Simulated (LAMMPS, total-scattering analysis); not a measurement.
**Al31Ni9: neutron weights and totals by hand**

A simulated model of Al31Ni9 at 1250 K, zero pressure, from classical molecular dynamics (LAMMPS) with the EAM Ni-Al-H potential (Angelo, Moody and Baskes, Modell. Simul. Mater. Sci. Eng. 3, 289 (1995)). The average runs over 8.0 ps of 600 atoms. It is a liquid; how it was made: 600 atoms placed at random at 3.25 g/cm^3, melted at 2330 K for 8 ps, cooled at 50 K/ps. Whether this temperature lies above the real melting point isn't tested here; fast cooling can keep a melt undercooled. Atom fractions Ni 0.2250, Al 0.7750; masses Ni 58.693, Al 26.982 u; density 3.3114 g/cm³; coherent lengths Ni 10.3, Al 3.449 fm. Faber–Ziman partials at a few Q:

| Q (Å⁻¹) | S Ni–Al | S Al–Al | S Ni–Ni |
| --- | --- | --- | --- |
| 0.70 | 0.387 | -0.190 | 2.145 |
| 2.20 | -0.002 | 0.931 | 0.160 |
| 2.90 | 2.304 | 1.776 | 2.366 |

The pair function g(NiAl), r in Å, every 0.06 Å up to its first minimum: 2.07 0.01, 2.13 0.12, 2.19 0.34, 2.25 0.87, 2.31 1.76, 2.37 2.56, 2.43 3.28, 2.49 3.52, 2.55 3.33, 2.61 2.93, 2.67 2.48, 2.73 2.20, 2.79 1.70, 2.85 1.34, 2.91 1.20, 2.97 1.01, 3.03 0.86, 3.09 0.71, 3.15 0.66, 3.21 0.58, 3.27 0.54, 3.33 0.50, 3.39 0.54, 3.45 0.47, 3.51 0.48.

**Tasks.** (a) The number density. (b) The neutron weights. (c) The neutron S(Q) at the listed Q. (d) The Bhatia–Thornton terms S_NN and S_CC there. (e) The number of Al around Ni.

(a) The mean mass is 0.2250×58.693 + 0.7750×26.982 = 34.117 u, so ρ₀ = 3.3114/(34.117 × 1.66054) = 0.05845 Å⁻³.

(b) ⟨b⟩ = 0.2250×10.3 + 0.7750×3.449 = 4.990 fm. The weight of a pair is ci cj bi bj (2 − δij)/⟨b⟩²: Ni–Al 0.497, Al–Al 0.287, Ni–Ni 0.216; they sum to 1.000.

(c) S = 1 + Σ w (Sij − 1). At 0.70 Å⁻¹: 1 − 0.305 − 0.341 + 0.247 = 0.601; Ni–Ni pushes up most; Al–Al pulls down most. At 2.20 Å⁻¹: 1 − 0.498 − 0.020 − 0.181 = 0.301; Ni–Al pulls down most. At 2.90 Å⁻¹: 1 + 0.649 + 0.223 + 0.295 = 2.167; Ni–Al pushes up most.

(d) S_NN = c₁²S₁₁ + c₂²S₂₂ + 2c₁c₂S₁₂ and S_CC = c₁c₂[1 + c₁c₂(S₁₁ + S₂₂ − 2S₁₂)], with 1 = Ni: 0.70 Å⁻¹: S_NN = 0.13, S_CC/(c₁c₂) = 1.21; 2.20 Å⁻¹: S_NN = 0.57, S_CC/(c₁c₂) = 1.19; 2.90 Å⁻¹: S_NN = 1.99, S_CC/(c₁c₂) = 0.92. A random mixture has S_CC/(c₁c₂) = 1; a value well above it means concentration waves of period 2π/Q: alternation near the main peak or below it, clustering toward Q = 0.

(e) n = 4πρ₀ c(Al) Σ r² g Δr. The sum Σ r² g over the listed points is 246.7 Å², so n = 4π × 0.05845 × 0.7750 × 246.7 × 0.06 = 8.43; counting pairs in the frames up to 3.52 Å gives 8.35; the coarse grid accounts for the difference. By balance, each Al has n c(Ni)/c(Al) = 2.45 Ni.
